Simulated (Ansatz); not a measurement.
# (GaAs)3(MgSe)1 [001] superlattice, started as zinc blende: from the cell to its phonons

How does (GaAs)3(MgSe)1 [001] superlattice, started as zinc blende vibrate, and is this structure a minimum?

Calculated with Ansatz 0.2.0; DFT PBEsol, scalar-relativistic, plane waves, PAW.

The structure was built from a prototype and need not be the compound's stable phase.

### 1. The starting structure

It takes space group Pmm2 (No. 25, orthorhombic). Conventional cell: a = 4.038 Å, b = 4.038 Å, c = 11.420 Å, α = 90.00°, β = 90.00°, γ = 90.00°. Nearest to As lie 4 Ga at 2.47 Å. Nearest to As lie 2 Mg at 2.47 Å and 2 Ga at 2.47 Å. Nearest to Ga lie 2 As at 2.47 Å and 2 Se at 2.47 Å. Nearest to Ga lie 4 As at 2.47 Å. Nearest to Ga lie 4 As at 2.47 Å. Farther neighbours and most contacts between anions are not listed.

### 2. Coarse relaxation

A rough relaxation comes first, because large forces or stress need no tight tolerances yet.

File input.yaml:

```yaml
crystal:
  lattice:
    - [2.855, 2.855, 0.0]
    - [-2.855, 2.855, 0.0]
    - [0.0, 0.0, 11.42]
  atoms:
    - { symbol: As, position: [0.5, 1.0, 0.125] }
    - { symbol: As, position: [0.0, 0.5, 0.375] }
    - { symbol: As, position: [0.5, 1.0, 0.625] }
    - { symbol: Ga, position: [0.0, 0.0, 0.0] }
    - { symbol: Ga, position: [0.5, 0.5, 0.25] }
    - { symbol: Ga, position: [0.0, 0.0, 0.5] }
    - { symbol: Mg, position: [0.5, 0.5, 0.75] }
    - { symbol: Se, position: [0.0, 0.5, 0.875] }
kpoints:
  mp_grid: { grid: [6, 6, 2] }
hamiltonian:
  xc: pbesol
scf:
  occupations: { method: gaussian, width: 0.1 }
output:
  forces: true
  stress: true
  eigenvalues: true
relax:
  adjacent_minimum: "off"
  f_tol: 0.05
  max_steps: 80
  cell: { stress_tol: 0.5 }
```

Started as:

```console
> ansatz run input.yaml --threads 8 --pin off --max-ram 14336MiB --backend cpu --events-out ev --progress --plain --runs-dir out
```

Numbers of over 12 decimals in the logs are rounded to 6 here.

The program printed:

```text
The last accepted step is kept in <dir> (removed where the run ends without a failure and the disk answers)
Engine: ansatz 0.2.0, x86_64-unknown-linux-gnu
Pseudopotentials: kind: paw
Pseudopotential: As, paw, valence charge 15, recommended cutoff 420 eV (normal), As.paw.azcp
Pseudopotential: Ga, paw, valence charge 13, recommended cutoff 420 eV (normal), Ga.paw.azcp
[...]
- [-2.891702, 2.891702, 0]
    - [0, 0, 11.541568]
  atoms:
    - { symbol: As, position: [0.500000, 1.0, 0.129700] }
    - { symbol: As, position: [0, 0.5, 0.371243] }
    - { symbol: As, position: [0.500000, 1.0, 0.611873] }
    - { symbol: Ga, position: [0, 0, 0.012343] }
    - { symbol: Ga, position: [0.500000, 0.5, 0.252663] }
    - { symbol: Ga, position: [0, 0, 0.494941] }
    - { symbol: Mg, position: [0.500000, 0.5, 0.740662] }
    - { symbol: Se, position: [0, 0.5, 0.886576] }
[key lines of the parts left out:]
SCF converged after 5 iterations
Free energy (F): -33008.359401 eV
Fermi energy:    7.496393 eV
P = ⅓ Tr σ = -0.0026 GPa (-0.026 kbar)
```

Elapsed: 10 s, on 8 threads of Intel Xeon 6975P-C (Granite Rapids), shared host; peak memory 1 GiB.

The steps of the relaxation:

| step | energy less that of the first step (eV) | largest force component (eV/Å) | pressure (GPa) | volume (Å³) |
| --- | --- | --- | --- | --- |
| 1 | 0.0000 | 0.8850 | 1.16 | 186.17 |
| 2 | -0.1992 | 0.2096 | 0.28 | 189.18 |
| 3 | -0.2138 | 0.0399 | 0.00 | 190.24 |
| 4* | -0.2144 | 0.0402 | 0.00 | 190.24 |

Relaxation steps marked * repeat the geometry before them on a plane-wave basis chosen anew for their cell, so energy and pressure can jump there.

Forces are held to the 4 operations that the run works with; a distortion that breaks them can't arise in this run.

| conventional cell, symmetrised | before | after | change |
| --- | --- | --- | --- |
| a (Å) | 4.038 | 4.031 | -0.2 % |
| b (Å) | 4.038 | 4.089 | +1.3 % |
| c (Å) | 11.420 | 11.542 | +1.1 % |
| volume (Å³/atom) | 23.27 | 23.78 | +2.2 % |

The atoms that moved most (Å, as changes of fractional coordinates times the final cell):

| atom | dx | dy | dz | length |
| --- | --- | --- | --- | --- |
| As3 | 0.000 | 0.000 | -0.152 | 0.152 |
| Ga4 | 0.000 | 0.000 | 0.142 | 0.142 |
| Se8 | 0.000 | 0.000 | 0.134 | 0.134 |
| Mg7 | 0.000 | 0.000 | -0.108 | 0.108 |
| Ga6 | 0.000 | 0.000 | -0.058 | 0.058 |
| As1 | 0.000 | 0.000 | 0.054 | 0.054 |
| As2 | 0.000 | 0.000 | -0.043 | 0.043 |
| Ga5 | 0.000 | 0.000 | 0.031 | 0.031 |

The relaxed structure:

```cif
data_structure
_symmetry_space_group_name_H-M 'P 1'
_symmetry_Int_Tables_number 1
_cell_length_a 4.0305
_cell_length_b 4.0895
_cell_length_c 11.5416
_cell_angle_alpha 90.000
_cell_angle_beta 90.000
_cell_angle_gamma 90.000
_cell_volume 190.24
loop_
_atom_site_label
_atom_site_type_symbol
_atom_site_fract_x
_atom_site_fract_y
_atom_site_fract_z
_atom_site_occupancy
As1 As 0.50000 0.00000 0.12970 1
As2 As 0.00000 0.50000 0.37124 1
As3 As 0.50000 0.00000 0.61187 1
Ga4 Ga 0.00000 0.00000 0.01234 1
Ga5 Ga 0.50000 0.50000 0.25266 1
Ga6 Ga 0.00000 0.00000 0.49494 1
Mg7 Mg 0.50000 0.50000 0.74066 1
Se8 Se 0.00000 0.50000 0.88658 1
```

Numbers from this step:

- pressure: -0.002643 GPa
- volume per atom: 23.78 Å³
- gap on the k-mesh: 0 eV

In this step the volume went from 23.27 to 23.78 Å³/atom.

### 3. Relaxation

Harmonic phonons are second derivatives at a point where the forces vanish, and they are wanted at zero stress, so atoms and cell are relaxed first.

File input.yaml:

```yaml
crystal:
  lattice:
    - [2.8500243221, 2.8500243221, 0.0]
    - [-2.8917020078, 2.8917020078, 0.0]
    - [0.0, 0.0, 11.5415683856]
  atoms:
    - { symbol: As, position: [0.5, 1.0, 0.1296996176] }
    - { symbol: As, position: [0.0, 0.5, 0.3712426006] }
    - { symbol: As, position: [0.5, 1.0, 0.611872535] }
    - { symbol: Ga, position: [0.0, 0.0, 0.012343273] }
    - { symbol: Ga, position: [0.5, 0.5, 0.2526630042] }
    - { symbol: Ga, position: [0.0, 0.0, 0.4949414257] }
    - { symbol: Mg, position: [0.5, 0.5, 0.7406619457] }
    - { symbol: Se, position: [0.0, 0.5, 0.8865755982] }
kpoints:
  mp_grid: { grid: [10, 10, 4] }
hamiltonian:
  xc: pbesol
scf:
  occupations: { method: gaussian, width: 0.1 }
output:
  forces: true
  stress: true
  eigenvalues: true
relax:
  adjacent_minimum: "off"
  f_tol: 0.005
  max_steps: 80
  cell: { stress_tol: 0.05 }
```

The program printed:

```text
[...]
Crystal: 8 atoms, lattice volume = 190.238 Å³
Basis set: ecut = 420 eV, 3751 PW (Γ), exchange–correlation on 54×60×160 points (8 copies of the dense FFT grid, shifted against one another)
Bands: 66, of which v1, the nominal top of the filled ones, is band 55 counted from 1 (54 counted from 0)
Symmetry: 4 space group operations
[...]
atoms:
    - { symbol: As, position: [0.500000, 1.000000, 0.129915] }
    - { symbol: As, position: [-2.2951345902179186e-19, 0.500000, 0.371380] }
    - { symbol: As, position: [0.500000, 1.000000, 0.611987] }
    - { symbol: Ga, position: [0, 0, 0.012368] }
    - { symbol: Ga, position: [0.500000, 0.500000, 0.252781] }
    - { symbol: Ga, position: [0, 0, 0.494884] }
    - { symbol: Mg, position: [0.500000, 0.500000, 0.739726] }
    - { symbol: Se, position: [-5.481413869387341e-19, 0.500000, 0.886959] }
[key lines of the parts left out:]
SCF converged after 5 iterations
Free energy (F): -33008.383287 eV
Fermi energy:    7.565848 eV
P = ⅓ Tr σ = 0.0004 GPa (0.004 kbar)
```

Run time: 38 s. Hardware: 8 threads; peak memory 1.6 GiB; 4.9 min of CPU time.

Relaxation path:

| step | energy less that of the first step (eV) | largest force component (eV/Å) | pressure (GPa) | volume (Å³) |
| --- | --- | --- | --- | --- |
| 1 | 0.0000 | 0.0885 | -0.06 | 190.24 |
| 2 | -0.0018 | 0.0216 | -0.02 | 190.10 |
| 3 | -0.0019 | 0.0062 | -0.01 | 190.10 |
| 4 | -0.0019 | 0.0008 | 0.00 | 190.06 |
| 5* | -0.0018 | 0.0008 | 0.00 | 190.06 |

Relaxation steps marked * repeat the geometry before them on a plane-wave basis chosen anew for their cell, so energy and pressure can jump there.

The run keeps the 4 symmetry operations that it works with, so distortions that break them were not tested.

| conventional cell, symmetrised | before | after | change |
| --- | --- | --- | --- |
| a (Å) | 4.031 | 4.017 | -0.3 % |
| b (Å) | 4.089 | 4.078 | -0.3 % |
| c (Å) | 11.542 | 11.602 | +0.5 % |
| volume (Å³/atom) | 23.78 | 23.76 | -0.1 % |

The atoms that moved most (Å, as changes of fractional coordinates times the final cell):

| atom | dx | dy | dz | length |
| --- | --- | --- | --- | --- |
| Mg7 | 0.000 | 0.000 | -0.011 | 0.011 |

Final coordinates:

```cif
data_structure
_symmetry_space_group_name_H-M 'P 1'
_symmetry_Int_Tables_number 1
_cell_length_a 4.0169
_cell_length_b 4.0783
_cell_length_c 11.6017
_cell_angle_alpha 90.000
_cell_angle_beta 90.000
_cell_angle_gamma 90.000
_cell_volume 190.06
loop_
_atom_site_label
_atom_site_type_symbol
_atom_site_fract_x
_atom_site_fract_y
_atom_site_fract_z
_atom_site_occupancy
As1 As 0.50000 0.00000 0.12992 1
As2 As 0.00000 0.50000 0.37138 1
As3 As 0.50000 0.00000 0.61199 1
Ga4 Ga 0.00000 0.00000 0.01237 1
Ga5 Ga 0.50000 0.50000 0.25278 1
Ga6 Ga 0.00000 0.00000 0.49488 1
Mg7 Mg 0.50000 0.50000 0.73973 1
Se8 Se 0.00000 0.50000 0.88696 1
```

Numbers from this step:

- pressure: 4.31e-4 GPa
- volume per atom: 23.76 Å³

In this step the volume went from 23.78 to 23.76 Å³/atom.

### 4. Relaxing to small forces for the phonons

Phonons need a cell at rest on their own settings, so the relaxation is repeated with tight tolerances on forces and stress, using the mesh and the filling of the phonon run that follows.

File input.yaml:

```yaml
crystal:
  lattice:
    - [2.8403872105, 2.8403872105, 0.0]
    - [-2.8838027383, 2.8838027383, 0.0]
    - [0.0, 0.0, 11.6016763945]
  atoms:
    - { symbol: As, position: [0.5, 1.0, 0.1299150744] }
    - { symbol: As, position: [0.0, 0.5, 0.3713804909] }
    - { symbol: As, position: [0.5, 1.0, 0.6119869497] }
    - { symbol: Ga, position: [0.0, 0.0, 0.01236776] }
    - { symbol: Ga, position: [0.5, 0.5, 0.2527809438] }
    - { symbol: Ga, position: [0.0, 0.0, 0.4948843252] }
    - { symbol: Mg, position: [0.5, 0.5, 0.7397255029] }
    - { symbol: Se, position: [0.0, 0.5, 0.8869589531] }
kpoints:
  mp_grid: { grid: [12, 12, 4] }
hamiltonian:
  xc: pbesol
scf:
  occupations: { method: methfessel_paxton, width: 0.2 }
output:
  forces: true
  stress: true
  eigenvalues: true
relax:
  adjacent_minimum: "off"
  f_tol: 0.001
  max_steps: 60
  cell: { stress_tol: 0.01 }
```

The program printed:

```text
[...]
Crystal: 8 atoms, lattice volume = 190.061 Å³
Basis set: ecut = 420 eV, 3743 PW (Γ), exchange–correlation on 54×60×160 points (8 copies of the dense FFT grid, shifted against one another)
Bands: 66, of which v1, the nominal top of the filled ones, is band 55 counted from 1 (54 counted from 0)
Symmetry: 4 space group operations
[...]
- [-2.883944, 2.883944, 0]
    - [0.0, 0, 11.601302]
  atoms:
    - { symbol: As, position: [0.5, 1.0, 0.129935] }
    - { symbol: As, position: [0, 0.5, 0.371413] }
    - { symbol: As, position: [0.5, 1.0, 0.611996] }
    - { symbol: Ga, position: [0, 0, 0.012389] }
    - { symbol: Ga, position: [0.500000, 0.500000, 0.252804] }
    - { symbol: Ga, position: [0, 0, 0.494915] }
    - { symbol: Mg, position: [0.500000, 0.500000, 0.739618] }
    - { symbol: Se, position: [0, 0.5, 0.886931] }
[key lines of the parts left out:]
SCF converged after 8 iterations
Free energy (F): -33008.382760 eV
Fermi energy:    7.583370 eV
P = ⅓ Tr σ = -0.0012 GPa (-0.012 kbar)
```

It took 34 s on 8 threads; peak memory 1.8 GiB; 4.4 min of CPU time.

Little changed from the start: no atom moved by 0.005 Å and no cell edge by 0.1 %.

This step gave:

- pressure: -0.001165 GPa

The largest force component left is 0.76 meV/Å and the pressure is -0.001 GPa, within the tolerances set. The cell now holds 23.76 Å³/atom.

### 5. Linear response at the zone centre

The zone centre is the only wavevector solved here; it holds the modes that light can see, as far as symmetry allows. No field response is asked, since the mesh shows no gap.

File input.yaml:

```yaml
crystal:
  lattice:
    - [2.8401887813, 2.8401887813, 0.0]
    - [-2.8839442861, 2.8839442861, 0.0]
    - [0.0, 0.0, 11.6013022561]
  atoms:
    - { symbol: As, position: [0.5, 1.0, 0.1299345491] }
    - { symbol: As, position: [0.0, 0.5, 0.371413055] }
    - { symbol: As, position: [0.5, 1.0, 0.6119957586] }
    - { symbol: Ga, position: [0.0, 0.0, 0.0123894924] }
    - { symbol: Ga, position: [0.5, 0.5, 0.2528035915] }
    - { symbol: Ga, position: [0.0, 0.0, 0.4949150968] }
    - { symbol: Mg, position: [0.5, 0.5, 0.739617892] }
    - { symbol: Se, position: [0.0, 0.5, 0.8869305646] }
kpoints:
  mp_grid: { grid: [12, 12, 4] }
hamiltonian:
  xc: pbesol
scf:
  occupations: { method: methfessel_paxton, width: 0.2 }
output:
  eigenvalues: true
phonons:
  method: dfpt
```

The program printed:

```text
zone centre: on kpoints.mp_grid the ground state, and the responses unless they are solved on pairs of k-points, stand on 222 of the mesh's 576 k-points, reduced under 2 symmetry operations, with k and −k counted as one. Each operation leaves every solved displacement unchanged or reverses it
[...]
Crystal: 8 atoms, lattice volume = 190.051 Å³
Basis set: ecut = 420 eV, 3743 PW (Γ), exchange–correlation on 54×60×160 points (8 copies of the dense FFT grid, shifted against one another)
Bands: 66, of which v1, the nominal top of the filled ones, is band 55 counted from 1 (54 counted from 0)
Symmetry: 4 space group operations
k-points: 222 of 576 (irreducible under 2 space group operations, time reversal used)
[...]
SCF iter   1: F=—  HF=-33008.396894 eV  |F-HF|=—  |Δ(HF+E_count)|=         —  Δρ=2.88e-3  dr2=4.03e-2  ethr=1.77e-3  ⟨swp⟩=5.8  Hψ=50334  notcnv=0
[...]
SCF iter  20: F=-33008.382760 eV  HF=-33008.382760 eV  |F-HF|=7.28e-12  |Δ(HF+E_count)|=    0.00e0  S|Δr|=    0.00e0  Δρ=3.10e-8  dr2=9.32e-12  ethr=1.00e-12  ⟨swp⟩=9.5  Hψ=77819  notcnv=0
SCF 1 converged in 20 iterations: F = -33008.382760 eV  dr2 = 9.32e-12
[...]
DFPT response loops at Γ: preconditioner auto → Kerker (q_TF=auto, 2.491 Å⁻¹) (partly filled bands, converged f_vac=0.081); β = 1.00, the filter's whole step (`scf.mixing.beta` (0.50) is not read by the response loops under this deck's `scf.mixing.preconditioner`; to damp them name `kerker` or `kerker_dos`, under which they read `scf.mixing.beta`, and type it under 1.00, their step now; both keys bind the ground state too); Broyden in place of MSR1
SCF converged after 20 iterations
[...]
Free energy (F): -33008.382760 eV
[...]
Internal energy: -33008.384470 eV  (E = F + TS)
E sigma→0 (E₀):  -33008.383188 eV
Entropy (-TS):   0.001709 eV (0.214 meV/atom)
Fermi energy:    7.583371 eV
[...]
--- Band table (eV; the first three rows and the last of 222) ---
  k-point 0: bands = [... 51 lower, 5.9391, 6.7123, 6.9364, 7.4346, 7.4696, 8.4817, 8.6739, 9.3927, ... 7 higher]
  k-point 1: bands = [... 51 lower, 6.0074, 6.0759, 6.8649, 7.4028, 7.9954, 8.5326, 8.6797, 9.3733, ... 7 higher]
  k-point 2: bands = [... 51 lower, 6.0580, 6.0774, 6.7796, 7.3327, 8.3371, 8.5430, 8.8449, 9.3823, ... 7 higher]
  k-point 221: bands = [... 51 lower, 4.3769, 4.4743, 5.0914, 5.2310, 9.2533, 9.3124, 9.5366, 9.6582, ... 7 higher]
--- Phonons (Γ-DFPT): 16 representative perturbations + reference, on 222 of 576 k-points (Σ response iterations 56) ---
  k mesh reduced under 2 symmetry operations, with k and −k counted as one. Each operation leaves every solved displacement unchanged or reverses it
  ASR residual: 3.179e-5 → 0.000e0 eV/Å²; symmetrization residual: 7.335e-6 eV/Å²
  ASR residual per site (eV/Å²): 3.16e-5 1.38e-5 2.35e-5 3.18e-5 1.80e-5 2.27e-5 2.36e-5 2.37e-5
  Γ frequencies (cm⁻¹): 0.00 0.00 0.00 50.40 55.16 59.94 65.15 68.09 72.64 110.24 133.17 182.98 198.68 222.71 224.03 235.04 238.17 252.69 256.43 262.70 262.72 272.86 305.94 327.57
  non-analytic LO–TO correction: not included (Born effective charges unavailable; polar crystals: no LO–TO splitting at Γ)
```

Run time: 5.9 min. Hardware: 8 threads; peak memory 8.1 GiB; 44 min of CPU time.

Reading the cycles: dr2 is the Hartree energy of the density residual (eV), the measure of convergence; HF is the Harris–Foulkes estimate of the energy, which meets the free energy F at convergence.

Numbers from this step:

| Quantity | Value |
| --- | --- |
| sum-rule residual before enforcement | 3.18e-5 eV/Å² |
| point group | mm2 |
| highest optical mode at the zone centre (no LO-TO term) | 327.6 cm⁻¹ |
| lowest optical zone-centre mode | 50.4 cm⁻¹ |

(Continued in part 2 of 2.)

[Logs are printed without paths, hosts, clocks, repeated set-up lines and the standing remarks that a program may print on its own settings, such as how far it seeks lower states.]

[Hosts, paths, dates, database ids (printed as entryN), source tags and the programs' standing remarks are cut or masked in the printed files.]
